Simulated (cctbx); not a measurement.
# Resonant diffraction in Y6InGaSe10S2

Space group P2_12_12 (no. 18), a = 13.8390 Å, b = 16.8310 Å, c = 4.0190 Å, α = 90.00°, β = 90.00°, γ = 90.00°.

| atom | mult. | x | y | z | Ueq (Å²) |
| --- | --- | --- | --- | --- | --- |
| In1 | 2 | 0 | 0 | 0.6057 | 0.0231 |
| Y1 | 4 | 0.8091 | 0.6411 | 0.2517 | 0.0274 |
| Y2 | 4 | 0.7492 | 0.8888 | 0.7333 | 0.0272 |
| Y3 | 4 | 0.5378 | 0.7244 | 0.7490 | 0.0260 |
| Se1 | 4 | 0.5178 | 0.8949 | 0.7599 | 0.0218 |
| Se2 | 4 | 0.8828 | 0.7420 | 0.7752 | 0.0229 |
| Se3 | 4 | 0.6816 | 0.7814 | 0.2432 | 0.0233 |
| Se4 | 4 | 0.6116 | 0.6151 | 0.2537 | 0.0237 |
| Se5 | 4 | 0.8926 | 0.9065 | 0.2359 | 0.0294 |
| Ga1 | 2 | 1/2 | 0 | 0.2535 | 0.0273 |
| S1 | 4 | 0.8050 | 0.5193 | 0.7587 | 0.0355 |

The model was made for the exercise: a known structure type with other elements put in, its volume estimated, not relaxed; displacement parameters are assumed.

Calculated with cctbx: free-atom f′ and f″ from the Sasaki tables, no fine structure; amplitudes in electrons.

How do |F(hkl)| and |F(−h−k−l)| change across the Y K edge?

```text
E (eV)    f'(Y)   f''           |F|0 1 1        |F|0 0 1        |F|2 0 0        |F|3 2 0
  16438   -2.93   0.56      149.6/ 149.6     41.2/  41.2     94.9/  94.9     73.7/  73.7
  16788   -3.72   0.54      145.8/ 145.8     40.7/  40.7     97.7/  97.7     71.3/  71.3
  16918   -4.43   0.53      142.5/ 142.5     40.3/  40.3    100.1/ 100.1     69.3/  69.3
  16978   -5.10   0.53      139.3/ 139.3     40.0/  40.0    102.4/ 102.4     67.3/  67.3
  17008   -5.77   0.53      136.1/ 136.1     39.6/  39.6    104.6/ 104.6     65.3/  65.3
  17023   -6.43   0.53      133.0/ 133.0     39.3/  39.3    106.8/ 106.8     63.4/  63.4
  17030   -7.00   0.53      130.3/ 130.3     39.0/  39.0    108.7/ 108.7     61.7/  61.7
  17034   -7.58   0.52      127.5/ 127.5     38.8/  38.8    110.6/ 110.6     60.0/  60.0
  17042   -8.49   3.75      124.7/ 124.7     38.3/  38.3    113.1/ 113.1     58.2/  58.2
  17046   -7.39   3.75      129.9/ 129.9     38.9/  38.9    109.4/ 109.4     61.4/  61.4
  17053   -6.62   3.75      133.5/ 133.5     39.2/  39.2    106.9/ 106.9     63.6/  63.6
  17068   -5.84   3.74      137.1/ 137.1     39.6/  39.6    104.3/ 104.3     65.8/  65.8
  17098   -5.09   3.73      140.7/ 140.7     39.9/  39.9    101.8/ 101.8     68.0/  68.0
  17188   -4.10   3.69      145.3/ 145.3     40.4/  40.4     98.5/  98.5     70.9/  70.9
  17438   -3.06   3.58      150.2/ 150.2     40.8/  40.8     95.1/  95.1     73.9/  73.9
```

The edge is at 17038 eV. f′ of Y falls from -4.4 e at 16918 eV to -7.6 e at 4 eV below it, and f″ steps from 0.53 to 3.75 e across it. Over that approach |F| changes by -11 % (0 1 1), -4 % (0 0 1), +10 % (2 0 0) and -13 % (3 2 0): a reflection falls where Y scatters in phase with the total and rises where it scatters against it; it hardly moves where the Y term is small or cancels by symmetry or lies in quadrature to the total. The f″ term interferes with the normal scattering with opposite sign for the two Friedel mates. These reflections are centric, so their Friedel mates stay equal.

[Logs are printed without paths, hosts, clocks, repeated set-up lines and the standing remarks that a program may print on its own settings, such as how far it seeks lower states.]
